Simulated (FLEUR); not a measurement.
## Anisotropy of free Fe(001) film, 4 layers with FLEUR

One state of free Fe(001) film, 4 layers is converged without symmetry. Force theorems then give its anisotropy.

Main program and level: FLEUR MaX-R8.1; PBE; all-electron FLAPW film, Dirac cores, scalar-relativistic bands.

**1. Starting point**

The cell holds 4 atoms: 4 Fe. Cell: a = 2.866 Å, b = 2.866 Å, c = 18.299 Å, α = 90.0°, β = 90.0°, γ = 90.0°. Layers at typed spacings, unrelaxed. Vacuum lies along c.

Structure file:

```xyz
4
Lattice="2.8660 0.0000 0.0000 0.0000 2.8660 0.0000 0.0000 0.0000 18.2990" Properties=species:S:1:pos:R:3
Fe    0.0000    0.0000    7.0000
Fe    1.4330    1.4330    8.4330
Fe    0.0000    0.0000    9.8660
Fe    1.4330    1.4330   11.2990
```

**2. The magnetic state**

The force theorems are single passes in this state's potential, so it has to be converged first.

No symmetry is used, so that later steps may turn the spins freely; k and −k are joined. FLEUR takes the sheet as a true film: the images along c are dropped, heights are typed in bohr, and the vacuum on both sides is semi-infinite. inpgen writes inp.xml from crystal.txt; cutoffs, mixing, functional, smearing and local orbitals are then set in the file. The k list scf (kpts.xml, not shown) is a Γ-centred 10×10×1 mesh; where the ranks do not divide the number of points, some are split in two of half the weight.

Contents of inp.xml:

```
<?xml version="1.0" encoding="UTF-8" standalone="no"?>
<fleurInput fleurInputVersion="0.39">
   <comment>
      Fe
   </comment>
   <calculationSetup>
      <cutoffs Kmax="3.68" Gmax="11.0" GmaxXC="11.0" numbands="0"/>
      <scfLoop itmax="150" minDistance="0.00002" maxIterBroyd="15" imix="Anderson" alpha="0.03" precondParam="0.0" spinf="2.0" sdNocoIR="T"/>
      <coreElectrons ctail="F" frcor="F" kcrel="0" coretail_lmax="0"/>
      <xcFunctional name="pbe" relativisticCorrections="F"/>
      <magnetism jspins="2" l_noco="F" l_ss="F">
         <qss>0.0 0.0 0.0</qss>
         <mtNocoParams l_mperp="F" l_mtNocoPot="F" l_relaxSQA="F" mag_mixing_scheme="0" mix_RelaxWeightOffD="1.0" l_constrained="F" mix_constr="1.0"/>
         <sourceFreeMag l_sourceFree="F" l_scaleMag="F" mag_scale="1.0"/>
      </magnetism>
      <soc l_soc="F" theta="0.0" phi="0.0" spav="F"/>
      <expertModes spex="0" secvar="F"/>
      <geometryOptimization l_f="F" forcealpha="1.0" forcemix="BFGS" epsdisp="0.00001" epsforce="0.00001"/>
      <ldaU l_linMix="F" mixParam="0.05" spinf="1.0"/>
   </calculationSetup>
   <cell>
      <bzIntegration valenceElectrons="64.0" mode="hist" fermiSmearingEnergy="0.00183747">
         <kPointListSelection listName="scf"/>
         <xi:include xmlns:xi="http://www.w3.org/2001/XInclude" href="kpts.xml"> </xi:include>
      </bzIntegration>
      <xi:include xmlns:xi="http://www.w3.org/2001/XInclude" href="sym.xml"> </xi:include>
      <filmLattice scale="1.0" dVac="13.38" dTilda="15.88">
         <bravaisMatrixFilm>
            <row-1>    5.4159550731035999     0.0000000000000000</row-1>
            <row-2>    0.0000000000000000     5.4159550731035999</row-2>
         </bravaisMatrixFilm>
         <vacuumEnergyParameters vacuum="1" spinUp="-.25" spinDown="-.25"/>
         <vacuumEnergyParameters vacuum="2" spinUp="-.25" spinDown="-.25"/>
      </filmLattice>
   </cell>
   <atomSpecies>
      <species name="Iron (Fe) 2.800" element="Fe" atomicNumber="26">
         <mtSphere radius="2.23" gridPoints="737" logIncrement="0.016"/>
         <atomicCutoffs lmax="8" lnonsphr="6"/>
         <electronConfig flipSpins="F">
            <coreConfig>(1s1/2) (2s1/2) (2p1/2) (2p3/2)</coreConfig>
            <valenceConfig>(3s1/2) (3p1/2) (3p3/2) (4s1/2) (3d3/2) (3d5/2)</valenceConfig>
            <stateOccupation state="(3d3/2)" spinUp="1.4" spinDown="1.0"/>
            <stateOccupation state="(3d5/2)" spinUp="3.0" spinDown="0.6"/>
         </electronConfig>
         <energyParameters s="4" p="4" d="3" f="4"/>
         <lo type="SCLO" l="0" n="3" eDeriv="0"/>
         <lo type="SCLO" l="1" n="3" eDeriv="0"/>
      </species>
   </atomSpecies>
   <atomGroups>
      <atomGroup species="Iron (Fe) 2.800">
         <filmPos label="                   1">.0000000000 .0000000000 -4.0619512532</filmPos>
         <force calculate="T" relaxXYZ="TTT"/>
         <nocoParams  alpha="0.0" beta="0.0"/>
      </atomGroup>
      <atomGroup species="Iron (Fe) 2.800">
         <filmPos label="                   2">1.000/2.000 1.000/2.000 -1.3539837511</filmPos>
         <force calculate="T" relaxXYZ="TTT"/>
         <nocoParams  alpha="0.0" beta="0.0"/>
      </atomGroup>
      <atomGroup species="Iron (Fe) 2.800">
         <filmPos label="                   3">.0000000000 .0000000000 1.3539837511</filmPos>
         <force calculate="T" relaxXYZ="TTT"/>
         <nocoParams  alpha="0.0" beta="0.0"/>
      </atomGroup>
      <atomGroup species="Iron (Fe) 2.800">
         <filmPos label="                   4">1.000/2.000 1.000/2.000 4.0619512532</filmPos>
         <force calculate="T" relaxXYZ="TTT"/>
         <nocoParams  alpha="0.0" beta="0.0"/>
      </atomGroup>
   </atomGroups>
   <output dos="F" band="F" slice="F">
      <bandDOS minEnergy="-.5*Htr" maxEnergy="0.5*Htr" sigma="0.015" storeEVData="T"/>
      <plotting iplot="0" polar="F">
         <plot TwoD="T" vec1="  1.0  0.0  0.0" vec2="  0.0  1.0  0.0" vec3="  0.0  0.0  1.0" zero="  0.0  0.0 -0.5" file="plot"/>
      </plotting>
      <moessbauerParams electricFieldGradient="F" isomerShift="F" coreHyperfine="F" valenceHyperfine="F"/>
   </output>
</fleurInput>
```

Contents of crystal.txt:

```
Fe
&input film=T cartesian=F /
2.86600000000  0.00000000000  0.00000000000
0.00000000000  2.86600000000  0.00000000000
0.00000000000  0.00000000000  1.00000000000
1.8897261246
1.0 1.0 1.0

4
26 0.00000000000  0.00000000000  -4.06195125321 : 2.800
26 0.50000000000  0.50000000000  -1.35398375107 : 2.800
26 0.00000000000  0.00000000000  1.35398375107 : 2.800
26 0.50000000000  0.50000000000  4.06195125321 : 2.800

&kpt div1=10 div2=10 div3=1 gamma=T /
```

Command:

```
$ OMP_NUM_THREADS=1 inpgen -f crystal.txt -nosym -noco > inpgen.log  # inp.xml is then edited as shown
$ OMP_NUM_THREADS=1 mpirun -n 8 fleur_MPI > fleur.log
```

The log of the run:

```text
Welcome to FLEUR        (www.flapw.de)
      MaX-Release 8.1          (www.max-centre.eu)

 ========== k-point set info ==========
 Selected k-point list: scf
 k-point list type: mesh
 0 x 0 x 0
 Number of k points: 56

 ------------Calculation Setup---------------------------
 Number of MPI-tasks      :            8
 Number of PE/node        :            8
 Number of OMP-threads    :            1
 k-points in parallel     :            8
 pe's per k-point         :            1
 No of k-point loops      :            7
 Eigenvalue solver        :       lapack
 Number of basis functions:          436
 Approximate size of matrices (H+S) per k-point:         0.006 GB
 --------------------------------------------------------
 Iteration:     1   Distance:      32.51985705 me/bohr^3
 Iteration:     2   Distance:      13.48017080 me/bohr^3
 Iteration:     3   Distance:      13.34176914 me/bohr^3
 Iteration:     4   Distance:       9.62573095 me/bohr^3
 Iteration:     5   Distance:       7.88086087 me/bohr^3
 Iteration:     6   Distance:       7.03532750 me/bohr^3
 Iteration:     7   Distance:       6.81262913 me/bohr^3
 Iteration:     8   Distance:       5.48595071 me/bohr^3
 Iteration:     9   Distance:       4.21128148 me/bohr^3
 Iteration:    10   Distance:       2.04233043 me/bohr^3
[... 20 iterations left out ...]
 Iteration:    31   Distance:       0.00035425 me/bohr^3
 Iteration:    32   Distance:       0.00034875 me/bohr^3
 Iteration:    33   Distance:       0.00032893 me/bohr^3
 Iteration:    34   Distance:       0.00023790 me/bohr^3
 Iteration:    35   Distance:       0.00020082 me/bohr^3
 Iteration:    36   Distance:       0.00007587 me/bohr^3
 Iteration:    37   Distance:       0.00002846 me/bohr^3
 Iteration:    38   Distance:       0.00002880 me/bohr^3
 Iteration:    39   Distance:       0.00002031 me/bohr^3
 Iteration:    40   Distance:       0.00000836 me/bohr^3

 ********************************************************************
 Run finished successfully
 Stop message:
   all done
 ********************************************************************

--- out.xml (last complete iteration) ---
<iteration numberForCurrentRun="   40" overallNumber="   40">
         [... left out ...]
         <bandgap value="-0.0000000006" units="eV"/>
         <sumValenceSingleParticleEnergies value="-84.2091881665" units="Htr"/>
         <FermiEnergy value="-0.1440030997" units="Htr"/>
         <valenceDensity>
            <mtCharges spin="1">
               <mtCharge atomType="1" total="8.7409735" s="1.1720695" p="3.0943811" d="4.4665098" f="0.0061354"/>
               <mtCharge atomType="2" total="8.6109348" s="1.1706825" p="3.1381968" d="4.2877589" f="0.0109402"/>
               <mtCharge atomType="3" total="8.6109348" s="1.1706825" p="3.1381968" d="4.2877589" f="0.0109402"/>
               <mtCharge atomType="4" total="8.7409735" s="1.1720695" p="3.0943811" d="4.4665098" f="0.0061354"/>
            </mtCharges>
            <mtCharges spin="2">
               <mtCharge atomType="1" total="5.7499903" s="1.1602758" p="3.0980242" d="1.4860061" f="0.0046851"/>
               <mtCharge atomType="2" total="6.0951580" s="1.1775156" p="3.1744891" d="1.7336414" f="0.0078128"/>
               <mtCharge atomType="3" total="6.0951580" s="1.1775156" p="3.1744891" d="1.7336414" f="0.0078128"/>
               <mtCharge atomType="4" total="5.7499906" s="1.1602758" p="3.0980242" d="1.4860065" f="0.0046851"/>
            </mtCharges>
            <spinDependentCharge spin="1" total="37.5459344" interstitial="2.6765120" mtSpheres="34.7038165" vacuum1="0.0828029" vacuum2="0.0828029"/>
            <spinDependentCharge spin="2" total="26.4540659" interstitial="2.6816300" mtSpheres="23.6902969" vacuum1="0.0410695" vacuum2="0.0410695"/>
            <totalCharge value="64.0000002227"/>
         </valenceDensity>
         [... left out ...]
         <allElectronCharges>
            <spinDependentCharge spin="1" total="57.5459344" interstitial="2.6765120" mtSpheres="54.7038165" vacuum1="0.0828029" vacuum2="0.0828029"/>
            <spinDependentCharge spin="2" total="46.4540659" interstitial="2.6816300" mtSpheres="43.6902969" vacuum1="0.0410695" vacuum2="0.0410695"/>
            <totalCharge value="104.0000002240"/>
         </allElectronCharges>
         <magneticMomentsInMTSpheres units="muBohr">
            <globalMagMoment atomType="1" vec="0.00000   0.00000   2.99098"/>
            <localMagMoment atomType="1" vec="0.00000   0.00000   2.99098"/>
            <globalMagMoment atomType="2" vec="0.00000   0.00000   2.51578"/>
            <localMagMoment atomType="2" vec="0.00000   0.00000   2.51578"/>
            <globalMagMoment atomType="3" vec="0.00000   0.00000   2.51578"/>
            <localMagMoment atomType="3" vec="0.00000   0.00000   2.51578"/>
            <globalMagMoment atomType="4" vec="0.00000   0.00000   2.99098"/>
            <localMagMoment atomType="4" vec="0.00000   0.00000   2.99098"/>
         </magneticMomentsInMTSpheres>
         <moessbauerParams unitsHFF="kG" unitsIS="e/bohr^3" unitsEFG="Htr/bohr^2">
         </moessbauerParams>
         <totalEnergy value="    -5091.1126611720" units="Htr">
            <sumOfEigenvalues value="    -2993.6143558829">
               <coreElectrons value="-2909.4051677164"/>
               <valenceElectrons value="-84.2091881665"/>
            </sumOfEigenvalues>
            <densityCoulombPotentialIntegral value="-7863.9725983994"/>
            <densityEffectivePotentialIntegral value="-8154.3617384171"/>
            <chargeDenXCDenIntegral value="-223.7219667122"/>
            <FockExchangeEnergyValence value="0.0000000000"/>
            <FockExchangeEnergyCore value="0.0000000000"/>
            <atomTypeDependentContributions atomType="1">
               <electronNucleiInteractionDifferentMTs value="1517.6755944467"/>
               <MadelungTerm value="-6.2534645638"/>
            </atomTypeDependentContributions>
            <atomTypeDependentContributions atomType="2">
               <electronNucleiInteractionDifferentMTs value="1519.0453166748"/>
               <MadelungTerm value="-5.1015134389"/>
            </atomTypeDependentContributions>
            <atomTypeDependentContributions atomType="3">
               <electronNucleiInteractionDifferentMTs value="1519.0453165561"/>
               <MadelungTerm value="-5.1015134630"/>
            </atomTypeDependentContributions>
            <atomTypeDependentContributions atomType="4">
               <electronNucleiInteractionDifferentMTs value="1517.6755939115"/>
               <MadelungTerm value="-6.2534647396"/>
            </atomTypeDependentContributions>
            <tkbTimesEntropy value="0.0019298295"/>
            <freeEnergy value="-5091.1145910015"/>
            <extrapolationTo0K value="-5091.1136260868"/>
         </totalEnergy>
         <densityConvergence units="me/bohr^3">
            <chargeDensity spin="1" distance="0.0000035442"/>
            <chargeDensity spin="2" distance="0.0000061206"/>
            <overallChargeDensity distance="0.0000083588"/>
            <spinDensity distance="0.0000054934"/>
         </densityConvergence>
      </iteration>
```

It took 80 s on 8 MPI ranks of AMD EPYC 9B45 (Zen 5), shared host; peak memory 1.5 GiB.

Spin moment in the muffin-tin sphere by atom:

```csv
atom,spin moment in the muffin-tin sphere (μB)
Fe1,2.99
Fe2,2.52
Fe3,2.52
Fe4,2.99
```

Numbers from this step:

```yaml
free_energy: -138536.2856 eV
magnetization: 11.09 μB
final_state: ferromagnetic
```

After 40 cycles the largest moment stands at 2.99 μB.

**3. Anisotropy by the force theorem, rung 1**

Anisotropy is a small difference, so it is taken from sums over occupied states at a frozen potential, where most errors cancel.

One pass with spin–orbit coupling for each direction, from the saved density. Inversion lets half of the mesh serve, which the program's warning doesn't know. The k list mae (kpts.xml, not shown) is a Γ-centred 17×17×1 mesh.

inp.xml: that of step 2 with these lines changed.

```diff
@@ -6,4 +6,4 @@
    <calculationSetup>
-      <cutoffs Kmax="3.68" Gmax="11.0" GmaxXC="11.0" numbands="0"/>
-      <scfLoop itmax="150" minDistance="0.00002" maxIterBroyd="15" imix="Anderson" alpha="0.03" precondParam="0.0" spinf="2.0" sdNocoIR="T"/>
+      <cutoffs Kmax="3.68" Gmax="11.0" GmaxXC="11.0" numbands="128"/>
+      <scfLoop itmax="1" minDistance="0.00002" maxIterBroyd="15" imix="Anderson" alpha="0.03" precondParam="0.0" spinf="2.0" sdNocoIR="T"/>
       <coreElectrons ctail="F" frcor="F" kcrel="0" coretail_lmax="0"/>
@@ -15,3 +15,3 @@
       </magnetism>
-      <soc l_soc="F" theta="0.0" phi="0.0" spav="F"/>
+      <soc l_soc="T" theta="0.0" phi="0.0" spav="F"/>
       <expertModes spex="0" secvar="F"/>
@@ -22,3 +22,3 @@
       <bzIntegration valenceElectrons="64.0" mode="hist" fermiSmearingEnergy="0.00183747">
-         <kPointListSelection listName="scf"/>
+         <kPointListSelection listName="mae"/>
          <xi:include xmlns:xi="http://www.w3.org/2001/XInclude" href="kpts.xml"> </xi:include>
@@ -79,2 +79,5 @@
    </output>
+   <forceTheorem>
+      <MAE theta="0.0 1.5707963 1.5707963" phi="0.0 0.0 1.5707963"/>
+   </forceTheorem>
 </fleurInput>
```

Command:

```
$ OMP_NUM_THREADS=1 mpirun -n 8 fleur_MPI -warn_only > fleur.log
```

The log of the run:

```text
[banner, memory and clock lines left out]
Welcome to FLEUR        (www.flapw.de)
      MaX-Release 8.1          (www.max-centre.eu)
************FLEUR-Warning*****************
Error message: k-point set is not compatible to missing time-reversal symmetry in calculation.
Error occurred in subroutine: gen_bz
Error from PE:0/8
Other PEs with error messages:
     1-k-point set is not compatible to missing time-reversal symmetry in calculation.
     2-k-point set is not compatible to missing time-reversal symmetry in calculation.
     3-k-point set is not compatible to missing time-reversal symmetry in calculation.
     4-k-point set is not compatible to missing time-reversal symmetry in calculation.
     5-k-point set is not compatible to missing time-reversal symmetry in calculation.
     6-k-point set is not compatible to missing time-reversal symmetry in calculation.
     7-k-point set is not compatible to missing time-reversal symmetry in calculation.
*****************************************

 ========== k-point set info ==========
 Selected k-point list: mae
 k-point list type: mesh
 0 x 0 x 0
 Number of k points: 152

************FLEUR-Warning*****************
Error message: k-point set is not compatible to missing time-reversal symmetry in calculation.
Error occurred in subroutine: gen_bz
Error from PE:1/8
Other PEs with error messages:
     2-k-point set is not compatible to missing time-reversal symmetry in calculation.
     3-k-point set is not compatible to missing time-reversal symmetry in calculation.
     5-k-point set is not compatible to missing time-reversal symmetry in calculation.
     6-k-point set is not compatible to missing time-reversal symmetry in calculation.
*****************************************
 [... set-up left out ...]
 ********************************************************************
 Run finished successfully
 Stop message:
   Forcetheorem MAE
 ********************************************************************

--- out.xml (force theorem) ---
<Forcetheorem_MAE Angles="3" units="Htr">
            <Angle theta="0.0000000" phi="0.0000000" ev-sum="-84.211826255"/>
            <Angle theta="1.5707963" phi="0.0000000" ev-sum="-84.211769141"/>
            <Angle theta="1.5707963" phi="1.5707963" ev-sum="-84.211769141"/>
         </Forcetheorem_MAE>
```

Wall time 18 s (8 MPI ranks); peak memory 1.5 GiB.

Anisotropy energies, by row:

```csv
axis,x,y,z,band energy less the first axis' (meV a cell)
z,0,0,1,0
x,1,0,0,1.554
y,0,1,0,1.554
```

Shape anisotropy is not in these numbers.

**4. Energy against the direction of the moments, rung 2**

A second rung shows how far the first can be trusted.

The k list mae (kpts.xml, not shown) is a Γ-centred 26×26×1 mesh.

inp.xml is that of step 3.

The log of the run:

```text
[banner, memory and clock lines left out]
Welcome to FLEUR        (www.flapw.de)
      MaX-Release 8.1          (www.max-centre.eu)
************FLEUR-Warning*****************
Error message: k-point set is not compatible to missing time-reversal symmetry in calculation.
Error occurred in subroutine: gen_bz
Error from PE:0/8
Other PEs with error messages:
     1-k-point set is not compatible to missing time-reversal symmetry in calculation.
     2-k-point set is not compatible to missing time-reversal symmetry in calculation.
[...]
7-k-point set is not compatible to missing time-reversal symmetry in calculation.
*****************************************
 [... set-up left out ...]
 ********************************************************************
 Run finished successfully
 Stop message:
   Forcetheorem MAE
 ********************************************************************

--- out.xml (force theorem) ---
<Forcetheorem_MAE Angles="3" units="Htr">
            <Angle theta="0.0000000" phi="0.0000000" ev-sum="-84.211713991"/>
            <Angle theta="1.5707963" phi="0.0000000" ev-sum="-84.211659173"/>
            <Angle theta="1.5707963" phi="1.5707963" ev-sum="-84.211659173"/>
         </Forcetheorem_MAE>
```

Elapsed: 37 s, on 8 MPI ranks; peak memory 2.2 GiB; 4.9 min of CPU time.

Anisotropy energies, by row:

```csv
axis,x,y,z,band energy less the first axis' (meV a cell)
z,0,0,1,0
x,1,0,0,1.492
y,0,1,0,1.492
```

(Continued in part 2 of 2.)

[Logs and program files are shortened in this print: banners, set-up blocks, solver, clock and traceback lines can be left out without a mark of their own.]

[Logs are printed without paths, hosts, clocks, repeated set-up lines and the standing remarks that a program may print on its own settings, such as how far it seeks lower states.]

[Hosts, paths, dates, database ids (printed as entryN), source tags and the programs' standing remarks are cut or masked in the printed files.]

[Where a cell is said to come from a database of computed structures, the database is the Materials Project.]
